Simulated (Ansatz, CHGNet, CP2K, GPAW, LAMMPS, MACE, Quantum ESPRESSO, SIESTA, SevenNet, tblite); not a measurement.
# Glassy 55SiO2-25B2O3-10CaO-10K2O (mol %) (68 atoms), the geometry as built

68 atoms (11 Si, 10 B, 2 Ca, 4 K, 41 O) placed at random at 2.27 g/cm³, melted at 3000 K for 20 ps at fixed volume with the Buckingham and Coulomb pair potential of Guillot and Sator (Geochim. Cosmochim. Acta 71, 1249 (2007)) with the boron terms of Wang et al. (J. Non-Cryst. Solids 498, 294 (2018)). Quenched from 3000 K to 300 K at 20 K/ps and fixed volume, held 10 ps at zero pressure, then minimised at fixed cell.

Calculated values (GPAW 26.7.0, Kohn-Sham DFT, LDA, PAW, atomic orbitals (dzp); LCAO dzp; h 0.18 Å; levels smeared at 580 K; Γ point; density 2.43 g/cm³) for the geometry as built.

Cell vectors (Å):

```
9.642 0.000 0.000
0.000 9.642 0.000
0.000 0.000 9.642
```

Positions (Å):

```
1 Si 5.224 4.626 4.673
2 Si 7.032 7.914 6.410
3 Si 1.404 1.451 7.467
4 Si 0.803 5.908 6.431
5 Si 7.255 4.352 8.878
6 Si 2.187 1.985 4.519
7 Si 6.912 2.279 1.709
8 Si 8.779 1.623 4.188
9 Si 7.558 8.932 1.624
10 Si 5.113 5.951 7.635
11 Si 0.504 6.447 2.667
12 B 1.800 1.392 0.594
13 B 2.404 5.002 4.189
14 B 6.611 9.363 4.145
15 B 9.499 8.453 7.510
16 B 0.838 9.064 2.031
17 B 8.709 6.870 0.058
18 B 4.923 1.998 3.570
19 B 8.934 3.383 6.663
20 B 7.717 5.934 4.376
21 B 2.584 5.714 8.678
22 Ca 0.431 4.232 0.003
23 Ca 3.221 3.706 2.059
24 K 4.470 9.223 9.273
25 K 4.403 7.110 1.825
26 K 3.171 8.435 5.071
27 K 5.827 1.495 7.091
28 O 0.361 7.467 6.533
29 O 5.722 0.821 3.788
30 O 7.336 3.345 0.528
31 O 7.780 3.564 7.558
32 O 8.627 2.541 5.522
33 O 1.986 5.834 5.298
34 O 0.758 1.367 4.011
35 O 1.663 5.365 2.981
36 O 2.224 1.518 8.909
37 O 6.021 7.287 7.536
38 O 2.327 1.538 6.104
39 O 9.391 4.693 6.195
40 O 5.144 3.005 4.609
41 O 5.730 4.876 8.688
42 O 3.482 1.679 3.545
43 O 1.469 5.504 7.885
44 O 2.138 3.604 4.494
45 O 3.862 5.139 3.906
46 O 7.590 7.632 0.648
47 O 3.647 6.431 8.143
48 O 9.611 6.384 1.128
49 O 5.084 5.203 6.193
50 O 9.453 7.763 8.817
51 O 2.717 5.068 0.245
52 O 1.195 7.943 2.777
53 O 1.366 2.522 1.258
54 O 8.124 8.824 7.149
55 O 8.209 5.664 9.024
56 O 7.952 0.242 4.435
57 O 0.694 0.000 7.525
58 O 0.377 2.726 7.466
59 O 6.093 8.686 5.324
60 O 7.568 6.639 5.568
61 O 6.894 0.723 1.119
62 O 1.737 0.154 1.246
63 O 8.041 2.314 2.890
64 O 6.618 5.155 3.995
65 O 6.751 8.477 2.976
66 O 8.845 6.154 3.598
67 O 9.117 9.318 1.908
68 O 5.384 2.600 2.270
```

Predict the forces.

Columns: atom, fx, fy, fz (forces in eV/Å).

```
1 0.277 -0.819 0.601
2 1.842 -0.374 -1.518
3 -3.115 -0.969 -0.278
4 -0.919 0.116 -0.499
5 0.894 1.094 -1.333
6 -0.635 2.243 0.034
7 0.549 -1.059 1.891
8 -1.496 -0.410 1.528
9 1.540 -1.016 0.965
10 0.486 -0.685 -1.206
11 -1.813 0.323 -0.423
12 -2.357 1.308 1.492
13 -1.309 -0.350 2.516
14 0.775 2.236 -0.642
15 -0.553 -1.839 1.507
16 -2.254 0.331 -1.083
17 0.729 2.734 -1.340
18 2.186 -1.762 1.392
19 1.189 0.181 -1.286
20 0.068 1.511 1.056
21 -0.385 -1.655 0.607
22 0.835 0.020 -0.227
23 -0.773 -0.271 -0.555
24 -0.199 0.017 -0.086
25 0.187 -0.658 0.565
26 -0.342 -0.231 0.128
27 0.916 0.559 -1.156
28 0.764 -0.113 -1.036
29 -1.301 0.207 -0.080
30 0.003 -0.165 0.288
31 -0.994 -0.701 0.571
32 -0.619 0.351 0.355
33 1.027 0.787 -0.575
34 0.864 -0.855 -0.752
35 1.048 -0.584 -1.004
36 1.822 -0.268 -0.056
37 -1.199 0.664 1.405
38 1.749 -0.813 0.229
39 -0.231 0.129 -0.028
40 0.211 0.286 1.013
41 -1.007 -0.466 0.817
42 -0.810 -0.877 -0.713
43 1.044 -0.464 2.207
44 -0.085 0.275 -0.626
45 0.017 1.279 -1.854
46 -1.888 0.216 0.227
47 0.336 1.319 0.113
48 0.910 -1.475 0.055
49 -0.329 -0.166 0.286
50 0.419 -0.322 0.805
51 -0.287 0.456 -0.566
52 1.592 1.118 0.303
53 1.171 -0.452 -0.735
54 -0.922 0.699 -0.208
55 0.144 -1.108 0.184
56 0.661 -0.181 0.331
57 0.698 0.285 -0.181
58 0.442 0.387 1.372
59 -1.482 0.380 0.545
60 0.517 -1.151 -0.955
61 -0.915 0.155 -1.562
62 0.931 -0.805 0.132
63 0.099 1.102 -1.017
64 0.443 0.152 -0.848
65 -0.917 -0.916 -0.398
66 -0.829 -0.502 0.669
67 1.859 0.521 0.168
68 -1.129 0.952 -1.208
```

The quench rate of 20 K/ps is many orders above laboratory rates, so the cell is likely richer in defects and strain than a real sample. The network of bonds at the start is that of the classical potential that made the cell, and needn't be the one that DFT or experiment would give. Only the Γ point is sampled, in a cell whose shortest periodic width is 10 Å.

The r.m.s. force component is 1.00 eV/Å; the longest force, 3.27 eV/Å, acts on Si3.

[Logs are printed without paths, hosts, clocks, repeated set-up lines and the standing remarks that a program may print on its own settings, such as how far it seeks lower states.]

[Hosts, paths, dates, database ids (printed as entryN), source tags and the programs' standing remarks are cut or masked in the printed files.]
